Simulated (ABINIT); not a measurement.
# TiO2 (Rutile): G0W0 with ABINIT, start to end, part 2 of 3

How does a plane-wave GW calculation on TiO2 (Rutile) run from the first input to the gap?

ABINIT 10.8.3; PBE and many-body steps on it, plane waves. Known limits of the many-body steps: not at the basis limit; coarse k mesh.

So far. Step 2 (Ground state): The gap is direct, at Γ.

## Step 3: Bands along the symmetry lines

Level of this step: DFT, PBE, plane waves, norm-conserving pseudopotentials (ABINIT).

Levels along a band path, at the cheap level, show where the edges lie and whether the meshes to come will hold them.

Input file run.abi:

```
acell 3*1.0 Angstrom
rprim 
  4.592200000000 0.000000000000 0.000000000000
  0.000000000000 4.592200000000 0.000000000000
  0.000000000000 0.000000000000 2.957400000000
ntypat 2
znucl 22 8
natom 6
typat 1 1 2 2 2 2
xred 
  0.000000000000 0.000000000000 0.000000000000
  0.500000000000 0.500000000000 0.500000000000
  0.304960000000 0.304960000000 0.000000000000
  0.195040000000 0.804960000000 0.500000000000
  0.695040000000 0.695040000000 0.000000000000
  0.804960000000 0.195040000000 0.500000000000
pp_dirpath "pseudos"
pseudos "Ti.upf, O.upf"
ecut 38
iscf -2
irdden 1
kptopt 0
nkpt 75
kpt 
  0.00000000 0.00000000 0.00000000
  0.00000000 0.06250000 0.00000000
  0.00000000 0.12500000 0.00000000
  0.00000000 0.18750000 0.00000000
  0.00000000 0.25000000 0.00000000
  0.00000000 0.31250000 0.00000000
  0.00000000 0.37500000 0.00000000
  0.00000000 0.43750000 0.00000000
  0.00000000 0.50000000 0.00000000
  0.06250000 0.50000000 0.00000000
  0.12500000 0.50000000 0.00000000
  0.18750000 0.50000000 0.00000000
  0.25000000 0.50000000 0.00000000
  0.31250000 0.50000000 0.00000000
  0.37500000 0.50000000 0.00000000
  0.43750000 0.50000000 0.00000000
  0.50000000 0.50000000 0.00000000
  0.43750000 0.43750000 0.00000000
  0.37500000 0.37500000 0.00000000
  0.31250000 0.31250000 0.00000000
  0.25000000 0.25000000 0.00000000
  0.18750000 0.18750000 0.00000000
  0.12500000 0.12500000 0.00000000
  0.06250000 0.06250000 0.00000000
  0.00000000 0.00000000 0.00000000
  0.00000000 0.00000000 0.06250000
  0.00000000 0.00000000 0.12500000
  0.00000000 0.00000000 0.18750000
  0.00000000 0.00000000 0.25000000
  0.00000000 0.00000000 0.31250000
  0.00000000 0.00000000 0.37500000
  0.00000000 0.00000000 0.43750000
  0.00000000 0.00000000 0.50000000
  0.00000000 0.06250000 0.50000000
  0.00000000 0.12500000 0.50000000
  0.00000000 0.18750000 0.50000000
  0.00000000 0.25000000 0.50000000
  0.00000000 0.31250000 0.50000000
  0.00000000 0.37500000 0.50000000
  0.00000000 0.43750000 0.50000000
  0.00000000 0.50000000 0.50000000
  0.06250000 0.50000000 0.50000000
  0.12500000 0.50000000 0.50000000
  0.18750000 0.50000000 0.50000000
  0.25000000 0.50000000 0.50000000
  0.31250000 0.50000000 0.50000000
  0.37500000 0.50000000 0.50000000
  0.43750000 0.50000000 0.50000000
  0.50000000 0.50000000 0.50000000
  0.43750000 0.43750000 0.50000000
  0.37500000 0.37500000 0.50000000
  0.31250000 0.31250000 0.50000000
  0.25000000 0.25000000 0.50000000
  0.18750000 0.18750000 0.50000000
  0.12500000 0.12500000 0.50000000
  0.06250000 0.06250000 0.50000000
  0.00000000 0.00000000 0.50000000
  0.00000000 0.50000000 0.00000000
  0.00000000 0.50000000 0.06250000
  0.00000000 0.50000000 0.12500000
  0.00000000 0.50000000 0.18750000
  0.00000000 0.50000000 0.25000000
  0.00000000 0.50000000 0.31250000
  0.00000000 0.50000000 0.37500000
  0.00000000 0.50000000 0.43750000
  0.00000000 0.50000000 0.50000000
  0.50000000 0.50000000 0.00000000
  0.50000000 0.50000000 0.06250000
  0.50000000 0.50000000 0.12500000
  0.50000000 0.50000000 0.18750000
  0.50000000 0.50000000 0.25000000
  0.50000000 0.50000000 0.31250000
  0.50000000 0.50000000 0.37500000
  0.50000000 0.50000000 0.43750000
  0.50000000 0.50000000 0.50000000
istwfk *1
nband 31
nbdbuf 2
tolwfr 1e-08
nstep 40
prtwf 0
prtvol 0
indata_prefix "in"
outdata_prefix "out"
tmpdata_prefix "tmp"
```

The run is started by

```console
> OMP_NUM_THREADS=1 mpirun -n 4 abinit run.abi > log
```

Numbers of over 12 decimals in the logs are rounded to 6 here.

The log of the run:

```text
.Version 10.8.3 of ABINIT. v10.8.2 released Aug 2026.

 Symmetries : space group P4_2/m n m (#136); Bravais tP (primitive tetrag.)
[... echo of the input left out ...]
== DATASET  1 ==================================================================
-   mpi_nproc: 4, omp_nthreads: 1 (-1 if OMP is not activated)

--- !DatasetInfo
iteration_state: {dtset: 1, }
dimensions: {natom: 6, nkpt: 75, mband: 31, nsppol: 1, nspinor: 1, nspden: 1, mpw: 4748, }
cutoff_energies: {ecut:  38.0, pawecutdg:  -1.0, }
electrons: {nelect:   4.80000000E+01, charge:   0.00000000E+00, occopt:   1.00000000E+00, tsmear:   1.00000000E-02, }

 Real(R)+Recip(G) space primitive vectors, cartesian coordinates (Bohr,Bohr^-1):
 R(1)=  8.6780003  0.0000000  0.0000000  G(1)=  0.1152339  0.0000000  0.0000000
 R(2)=  0.0000000  8.6780003  0.0000000  G(2)=  0.0000000  0.1152339  0.0000000
 R(3)=  0.0000000  0.0000000  5.5886760  G(3)=  0.0000000  0.0000000  0.1789333
 Unit cell volume ucvol=  4.2087028E+02 bohr^3
 Angles (23,13,12)=  9.00000000E+01  9.00000000E+01  9.00000000E+01 degrees

 getcut: wavevector=  0.0000  0.0000  0.0000  ngfft=  50  50  32
         ecut(hartree)=     38.000   => boxcut(ratio)=   2.06340

--- Pseudopotential description ------------------------------------------------
- Ti Generated using ONCVPSP code by D. R. Hamann
- 22.00000  12.00000  171031                  znucl, zion, pspdat
12 -101130 2 -1 1586                          pspcod,pspxc,lmax,lloc,mmax
     nproj     2     2     2
  pspatm : epsatm=   14.68144553
         --- l  ekb(1:nproj) -->
             0   11.362348    1.263639
             1    1.975402   -0.084666
             2   -5.186090   -1.477451
 pspatm: atomic psp has been read  and splines computed

- O Generated using ONCVPSP code by D. R. Hamann
-  8.00000   6.00000  171031                  znucl, zion, pspdat
12 -101130 2 -1 936                           pspcod,pspxc,lmax,lloc,mmax
     nproj     2     2     1
  pspatm : epsatm=    6.19545534
         --- l  ekb(1:nproj) -->
[...]
2   -1.331955
 pspatm: atomic psp has been read  and splines computed

--------------------------------------------------------------------------------

================================================================================
 prteigrs : about to open file out_EIG
 Non-SCF case, kpt    1 (  0.00000  0.00000  0.00000), residuals and eigenvalues=
  8.29E-09  3.18E-09  3.41E-09  7.01E-09  3.31E-09  6.77E-09  8.57E-09  3.54E-09
  9.68E-09  7.82E-09  5.37E-09  9.87E-09  7.39E-09  8.42E-09  4.75E-09  5.01E-09
  9.05E-09  4.53E-09  5.21E-09  5.86E-09  8.46E-09  4.20E-09  3.51E-09  9.65E-09
  5.38E-09  5.70E-09  6.20E-09  5.23E-09  7.16E-09  3.84E-06  4.05E-06
 -1.8817E+00 -1.8810E+00 -1.0120E+00 -1.0120E+00 -1.0059E+00 -1.0059E+00
 -1.0043E+00 -1.0031E+00 -4.5917E-01 -4.1623E-01 -3.8859E-01 -3.8859E-01
[...]
1.0795E-01  1.0795E-01  1.6119E-01  1.6119E-01  1.8313E-01  1.8313E-01
  3.0475E-01  3.0475E-01  3.2781E-01  3.2781E-01  3.2798E-01  3.2798E-01
  4.2766E-01

--- !ResultsGS
iteration_state: {dtset: 1, }
comment   : Summary of ground state results
lattice_vectors:
- [  8.6780003,   0.0000000,   0.0000000, ]
- [  0.0000000,   8.6780003,   0.0000000, ]
- [  0.0000000,   0.0000000,   5.5886760, ]
lattice_lengths: [   8.67800,    8.67800,    5.58868, ]
lattice_angles: [ 90.000,  90.000,  90.000, ] # degrees, (23, 13, 12)
lattice_volume:   4.2087028E+02
convergence: {deltae:  0.000E+00, res2:  0.000E+00, residm:  9.985E-09, diffor:  0.000E+00, }
etotal    :  -1.85209994E+02
entropy   :   0.00000000E+00
fermie    :   2.07992628E-01
cartesian_stress_tensor: null
pressure_GPa: null
xred      :
- [  0.0000E+00,   0.0000E+00,   0.0000E+00, Ti]
- [  5.0000E-01,   5.0000E-01,   5.0000E-01, Ti]
- [  3.0496E-01,   3.0496E-01,   0.0000E+00,  O]
- [  1.9504E-01,   8.0496E-01,   5.0000E-01,  O]
- [  6.9504E-01,   6.9504E-01,   0.0000E+00,  O]
- [  8.0496E-01,   1.9504E-01,   5.0000E-01,  O]
cartesian_forces: null
force_length_stats: {min: null, max: null, mean: null, }

 Integrated electronic density in atomic spheres:
 ------------------------------------------------
 Atom  Sphere_radius  Integrated_density
[...]
================================================================================

 ----iterations are completed or convergence reached----

 Mean square residual over all n,k,spin=   60.909E-10; max=  99.848E-10
 reduced coordinates (array xred) for    6 atoms
[...]
0.695040000000      0.695040000000      0.000000000000
       0.804960000000      0.195040000000      0.500000000000

 cartesian coordinates (angstrom) at end:
    1      0.000000     0.000000     0.000000
    2      2.296100     2.296100     1.478700
    3      1.400437     1.400437     0.000000
    4      0.895663     3.696537     1.478700
    5      3.191763     3.191763     0.000000
    6      3.696537     0.895663     1.478700
 length scales=  1.889726125908  1.889726125908  1.889726125908 bohr
              =  1.000000000000  1.000000000000  1.000000000000 angstroms
 prteigrs : about to open file out_EIG
 Eigenvalues (hartree) for nkpt=  75  k points:
 kpt#   1, nband= 31, wtk=  1.00000, kpt=  0.0000  0.0000  0.0000 (reduced coord)
[...]
kpt#   2, nband= 31, wtk=  1.00000, kpt=  0.0000  0.0625  0.0000 (reduced coord)
[...]
kpt#   3, nband= 31, wtk=  1.00000, kpt=  0.0000  0.1250  0.0000 (reduced coord)
[...]
kpt#  74, nband= 31, wtk=  1.00000, kpt=  0.5000  0.5000  0.4375 (reduced coord)
[...]
0.30686    0.30686    0.32641    0.32641    0.32704    0.32704    0.42911
 kpt#  75, nband= 31, wtk=  1.00000, kpt=  0.5000  0.5000  0.5000 (reduced coord)
[...]
-0.41133   -0.41133   -0.40073   -0.40073    0.03478    0.03478    0.04036    0.04036
   0.07823    0.07823    0.10795    0.10795    0.16119    0.16119    0.18313    0.18313
   0.30475    0.30475    0.32781    0.32781    0.32798    0.32798    0.42766

== END DATASET(S) ==============================================================
================================================================================

 -outvars: echo values of variables after computation  --------
            nband          31
             nkpt          75
          spgroup         136
 [... the other variables as echoed above ...]

 Calculation completed.
```

Run time: 86 s. Hardware: 4 MPI ranks of Arm Neoverse V1, shared host; peak memory 0.42 GiB.

Numbers from this step:

* gap: 1.917 eV
* k of the valence top: 0, 0, 0
* k of the conduction bottom: 0, 0, 0
* least direct gap: 1.917 eV

The gap is 1.917 eV, as in the run before at this level.

Electronic bands along the path, in eV, zero at the top of the highest filled band:

```
    point  band 21  band 22  band 23  band 24  band 25  band 26  band 27  band 28
        Γ    -0.71    -0.45    -0.45     0.00     1.92     2.22     2.45     2.55
  halfway    -1.43    -1.07    -0.82    -0.23     2.21     2.54     2.77     2.84
        X    -1.64    -1.64    -0.74    -0.74     2.59     2.59     3.06     3.06
  halfway    -1.48    -1.48    -1.08    -1.08     2.32     2.32     2.81     2.81
        M    -1.31    -1.31    -1.06    -1.06     1.96     1.96     2.57     2.57
  halfway    -1.73    -1.15    -1.12    -0.40     1.99     2.56     2.63     3.07
        Γ    -0.71    -0.45    -0.45     0.00     1.92     2.22     2.45     2.55
  halfway    -1.78    -1.48    -1.48    -0.46     2.27     2.60     2.87     3.18
        Z    -2.35    -2.35    -1.42    -1.42     3.01     3.01     3.21     3.21
  halfway    -1.78    -1.78    -1.61    -1.61     2.49     2.49     3.23     3.23
        R    -2.04    -2.04    -1.03    -1.03     1.95     1.95     3.24     3.24
  halfway    -1.52    -1.52    -0.88    -0.88     2.21     2.21     3.25     3.25
        A    -1.27    -1.27    -0.68    -0.68     2.63     2.63     3.26     3.26
  halfway    -1.83    -1.56    -1.38    -1.18     2.14     2.81     3.23     3.24
        Z    -2.35    -2.35    -1.42    -1.42     3.01     3.01     3.21     3.21
jump to X    -1.64    -1.64    -0.74    -0.74     2.59     2.59     3.06     3.06
  halfway    -1.97    -1.97    -0.85    -0.85     2.60     2.60     3.23     3.23
        R    -2.04    -2.04    -1.03    -1.03     1.95     1.95     3.24     3.24
jump to M    -1.31    -1.31    -1.06    -1.06     1.96     1.96     2.57     2.57
  halfway    -1.78    -1.78    -1.36    -1.36     2.73     2.73     2.93     2.93
        A    -1.27    -1.27    -0.68    -0.68     2.63     2.63     3.26     3.26
```

## Step 4: Empty states on the mesh, 4×4×4 mesh, 100 bands

The sums over transitions need many empty states on a uniform mesh; this step solves for them.

Input file run.abi:

```
acell 3*1.0 Angstrom
rprim 
  4.592200000000 0.000000000000 0.000000000000
  0.000000000000 4.592200000000 0.000000000000
  0.000000000000 0.000000000000 2.957400000000
ntypat 2
znucl 22 8
natom 6
typat 1 1 2 2 2 2
xred 
  0.000000000000 0.000000000000 0.000000000000
  0.500000000000 0.500000000000 0.500000000000
  0.304960000000 0.304960000000 0.000000000000
  0.195040000000 0.804960000000 0.500000000000
  0.695040000000 0.695040000000 0.000000000000
  0.804960000000 0.195040000000 0.500000000000
pp_dirpath "pseudos"
pseudos "Ti.upf, O.upf"
ecut 38
ngkpt 4 4 4
nshiftk 1
shiftk 0 0 0
kptopt 1
chksymbreak 0
iscf -2
irdden 1
istwfk *1
nband 100
nbdbuf 8
tolwfr 1e-09
nstep 60
prtvol 0
indata_prefix "in"
outdata_prefix "out"
tmpdata_prefix "tmp"
```

The log of the run:

```text
.Version 10.8.3 of ABINIT. v10.8.2 released Aug 2026.

 Symmetries : space group P4_2/m n m (#136); Bravais tP (primitive tetrag.)
[... echo of the input left out ...]
== DATASET  1 ==================================================================
-   mpi_nproc: 4, omp_nthreads: 1 (-1 if OMP is not activated)

--- !DatasetInfo
iteration_state: {dtset: 1, }
dimensions: {natom: 6, nkpt: 18, mband: 100, nsppol: 1, nspinor: 1, nspden: 1, mpw: 4748, }
cutoff_energies: {ecut:  38.0, pawecutdg:  -1.0, }
electrons: {nelect:   4.80000000E+01, charge:   0.00000000E+00, occopt:   1.00000000E+00, tsmear:   1.00000000E-02, }

 Real(R)+Recip(G) space primitive vectors, cartesian coordinates (Bohr,Bohr^-1):
 R(1)=  8.6780003  0.0000000  0.0000000  G(1)=  0.1152339  0.0000000  0.0000000
 R(2)=  0.0000000  8.6780003  0.0000000  G(2)=  0.0000000  0.1152339  0.0000000
 R(3)=  0.0000000  0.0000000  5.5886760  G(3)=  0.0000000  0.0000000  0.1789333
 Unit cell volume ucvol=  4.2087028E+02 bohr^3
 Angles (23,13,12)=  9.00000000E+01  9.00000000E+01  9.00000000E+01 degrees

 getcut: wavevector=  0.0000  0.0000  0.0000  ngfft=  50  50  32
         ecut(hartree)=     38.000   => boxcut(ratio)=   2.06340

--- Pseudopotential description ------------------------------------------------
- Ti Generated using ONCVPSP code by D. R. Hamann
- 22.00000  12.00000  171031                  znucl, zion, pspdat
12 -101130 2 -1 1586                          pspcod,pspxc,lmax,lloc,mmax
     nproj     2     2     2
  pspatm : epsatm=   14.68144553
         --- l  ekb(1:nproj) -->
             0   11.362348    1.263639
             1    1.975402   -0.084666
             2   -5.186090   -1.477451
 pspatm: atomic psp has been read  and splines computed

- O Generated using ONCVPSP code by D. R. Hamann
-  8.00000   6.00000  171031                  znucl, zion, pspdat
12 -101130 2 -1 936                           pspcod,pspxc,lmax,lloc,mmax
     nproj     2     2     1
  pspatm : epsatm=    6.19545534
         --- l  ekb(1:nproj) -->
[...]
2   -1.331955
 pspatm: atomic psp has been read  and splines computed

--------------------------------------------------------------------------------

================================================================================
 prteigrs : about to open file out_EIG
 Non-SCF case, kpt    1 (  0.00000  0.00000  0.00000), residuals and eigenvalues=
  2.47E-10  3.41E-10  1.61E-10  6.78E-10  5.05E-10  9.33E-10  1.41E-10  7.41E-10
  6.49E-11  1.44E-10  1.31E-10  2.99E-10  2.66E-10  2.68E-10  3.24E-10  1.05E-10
  5.09E-10  1.17E-10  2.64E-10  2.77E-10  4.14E-10  1.24E-10  2.27E-10  3.12E-10
[...]
6.43E-08  5.53E-07  5.28E-06  4.37E-06
 -1.8817E+00 -1.8810E+00 -1.0120E+00 -1.0120E+00 -1.0059E+00 -1.0059E+00
 -1.0043E+00 -1.0031E+00 -4.5917E-01 -4.1623E-01 -3.8859E-01 -3.8859E-01
 -4.0510E-03  1.1132E-02  2.7808E-02  6.7148E-02  6.7148E-02  1.1434E-01
[...]
2.0070E+00  2.0422E+00  2.0904E+00  2.1017E+00  2.1017E+00  2.1302E+00
  2.1302E+00  2.1600E+00  2.1600E+00  2.1812E+00  2.2060E+00  2.2247E+00
  2.2641E+00  2.2641E+00  2.2779E+00  2.2840E+00
 prteigrs : prtvol=0 or 1, do not print more k-points.

--- !ResultsGS
iteration_state: {dtset: 1, }
comment   : Summary of ground state results
lattice_vectors:
- [  8.6780003,   0.0000000,   0.0000000, ]
- [  0.0000000,   8.6780003,   0.0000000, ]
- [  0.0000000,   0.0000000,   5.5886760, ]
lattice_lengths: [   8.67800,    8.67800,    5.58868, ]
lattice_angles: [ 90.000,  90.000,  90.000, ] # degrees, (23, 13, 12)
lattice_volume:   4.2087028E+02
convergence: {deltae:  0.000E+00, res2:  0.000E+00, residm:  9.972E-10, diffor:  0.000E+00, }
etotal    :  -1.85209994E+02
entropy   :   0.00000000E+00
fermie    :   2.07992628E-01
cartesian_stress_tensor: null
pressure_GPa: null
xred      :
- [  0.0000E+00,   0.0000E+00,   0.0000E+00, Ti]
- [  5.0000E-01,   5.0000E-01,   5.0000E-01, Ti]
- [  3.0496E-01,   3.0496E-01,   0.0000E+00,  O]
- [  1.9504E-01,   8.0496E-01,   5.0000E-01,  O]
- [  6.9504E-01,   6.9504E-01,   0.0000E+00,  O]
- [  8.0496E-01,   1.9504E-01,   5.0000E-01,  O]
cartesian_forces: null
force_length_stats: {min: null, max: null, mean: null, }

 Integrated electronic density in atomic spheres:
 ------------------------------------------------
 Atom  Sphere_radius  Integrated_density
[...]
================================================================================

 ----iterations are completed or convergence reached----

 Mean square residual over all n,k,spin=   40.075E-11; max=  99.718E-11
 reduced coordinates (array xred) for    6 atoms
[...]
0.695040000000      0.695040000000      0.000000000000
       0.804960000000      0.195040000000      0.500000000000

 cartesian coordinates (angstrom) at end:
    1      0.000000     0.000000     0.000000
[...]
6      3.696537     0.895663     1.478700
 length scales=  1.889726125908  1.889726125908  1.889726125908 bohr
              =  1.000000000000  1.000000000000  1.000000000000 angstroms
 prteigrs : about to open file out_EIG
 Eigenvalues (hartree) for nkpt=  18  k points:
 kpt#   1, nband=100, wtk=  0.01563, kpt=  0.0000  0.0000  0.0000 (reduced coord)
[...]
1.85998    1.90917    1.93980    2.00700    2.00700    2.04220    2.09044    2.10174
   2.10174    2.13019    2.13019    2.15999    2.15999    2.18115    2.20601    2.22468
   2.26410    2.26410    2.27794    2.28399
 prteigrs : prtvol=0 or 1, do not print more k-points.

== END DATASET(S) ==============================================================
================================================================================

 -outvars: echo values of variables after computation  --------
            nband         100
             nkpt          18
          spgroup         136
 [... the other variables as echoed above ...]

 Calculation completed.
```

The job ended after 61 s (4 MPI ranks; peak memory 0.4 GiB; 4 min of CPU time).

Numbers from this step:

```yaml
gap: 1.917 eV
k_of_the_valence_top: 0, 0, 0
k_of_the_conduction_bottom: 0, 0, 0
least_direct_gap: 1.917 eV
k_points_computed: 18
lowest_point_of_the_top_converged_band_above_the_valence_top: 50.2096 eV
```

On this mesh the gap is 1.917 eV.

(Part 2 of 3 ends here.)

[Paths, hosts, dates, memory and timing lines, banners, echoed tables and standing remarks are left out of the program output.]

[Logs are printed without paths, hosts, clocks, repeated set-up lines and the standing remarks that a program may print on its own settings, such as how far it seeks lower states.]

[Runs of the session that timed out or met a known fault of the program may be left out.]

[Hosts, paths, dates, database ids (printed as entryN), source tags and the programs' standing remarks are cut or masked in the printed files.]

[G0W0 gaps are taken among the corrected bands and points alone; a level outside them can change the order at an edge.]

[Where Ansatz stands beside ABINIT at settings called matched, ABINIT's density can come from a denser mesh and the files from another edition; pairs whose starting gaps differed by over 0.03 eV were left out, so agreement reads better than it is.]
